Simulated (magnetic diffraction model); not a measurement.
**CaCrSiH below its ordering temperature**

Space group P3m1 (no. 156), a = 4.0270 Å, c = 4.6030 Å.

```csv
site,atom,x,y,z
1a,Cr,0,0,0.4608
1b,Ca,1/3,2/3,0.0040
1c,Si,2/3,1/3,0.5580
1a,H,0,0,0.0805
```

This is a made-up structure (elements placed in a structure type, unrelaxed), so the numbers test the method and describe no known phase.

Only Cr is taken to order (form factors of Cr2+); orders and moment sizes are assumed, and not adapted to the symmetry. Radiation: neutrons of λ = 1.909 Å, 8° to 75°; isotropic B of 0.37 Å² (Cr), 0.35 Å² (Ca), 0.35 Å² (Si) and 0.54 Å² (H). Simulated constant-wavelength pattern: nuclear and magnetic terms add, the magnetic one as |2.695 fm × Σ f S⊥ exp(2πi Q·r) exp(−B s²)|², summed over all Q at one angle with the factor 1/(sin²θ cos θ). For collinear order S is the moment m, which repeats by lattice and centring translations R with the sign exp(−2πi k·R). Free-ion form factors, Sears's scattering lengths of 1992, no absorption; a label names one of the reflections at its angle. The strongest nuclear line in the range is 100, and lines under 0.2 are left out.

Above the ordering temperature:

| 2θ (°) | index | I |
| --- | --- | --- |
| 23.94 | (0 0 1) | 16.7 |
| 31.77 | (1 0 0) | 14.7 |
| 40.17 | (1 0 1) | 100.0 |
| 49.01 | (0 0 2) | 9.1 |
| 56.59 | (1 1 0) | 19.4 |
| 59.59 | (1 0 2) | 25.1 |
| 62.32 | (1 1 1) | 17.4 |
| 66.38 | (2 0 0) | 4.0 |
| 71.66 | (2 0 1) | 38.0 |

Below it (cell unchanged):

| 2θ (°) | I |
| --- | --- |
| 19.77 | 18.8 |
| 23.94 | 16.7 |
| 29.99 | 8.6 |
| 31.77 | 14.7 |
| 39.73 | 0.7 |
| 40.17 | 100.0 |
| 44.25 | 5.7 |
| 46.04 | 1.0 |
| 49.01 | 9.1 |
| 50.10 | 1.9 |
| 56.59 | 19.4 |
| 57.02 | 1.4 |
| 59.59 | 25.1 |
| 60.55 | 1.8 |
| 62.00 | 0.5 |
| 62.32 | 17.4 |
| 66.38 | 4.0 |
| 71.36 | 0.7 |
| 71.66 | 38.0 |
| 74.52 | 0.7 |

**Question.** Check that the new lines index with k = (1/2 0 1/2), then choose among these models:
A. collinear moments along [001], 2.05 μB on Cr
B. collinear moments along [120], 2.05 μB on Cr
C. collinear moments along [100], 2.05 μB on Cr

The new lines index as (1/2 0 1/2) at 19.77°, (1/2 -1 1/2) at 29.99°, (1/2 0 3/2) at 39.73° and (1/2 1 1/2) at 44.25°, that is as H ± k with k = (1/2 0 1/2), one of 3 inequivalent arms of its star (k and −k counted as one), which a powder can't tell apart. Half indices mean that the moments reverse under translations with k·R a half-integer, and the magnetic cell has twice the primitive volume.

Magnetic intensity, observed (below minus above) and for each model:

| 2θ (°) | index | observed | A | B | C |
| --- | --- | --- | --- | --- | --- |
| 19.77 | (1/2 0 1/2) | 18.8 | 18.8 | 24.9 | 15.5 |
| 29.99 | (1/2 -1 1/2) | 8.6 | 8.6 | 3.8 | 8.1 |
| 39.73 | (1/2 0 3/2) | 0.7 | 0.7 | 4.2 | 3.9 |
| 44.25 | (1/2 1 1/2) | 5.7 | 5.7 | 3.5 | 3.1 |
| 46.04 | (1/2 -1 3/2) | 1.0 | 1.0 | 1.9 | 2.4 |
| 50.10 | (3/2 0 1/2) | 1.9 | 1.9 | 1.5 | 0.6 |
| 60.55 | (3/2 -2 1/2) | 1.8 | 1.8 | 0.6 | 1.4 |
| 64.85 | (1/2 0 5/2) | <0.2 | <0.2 | 0.7 | 0.7 |

Model A matches.

The structure used: k = (1/2 0 1/2), collinear moments along [001], 2.05 μB on Cr.

[Logs are printed without paths, hosts, clocks, repeated set-up lines and the standing remarks that a program may print on its own settings, such as how far it seeks lower states.]
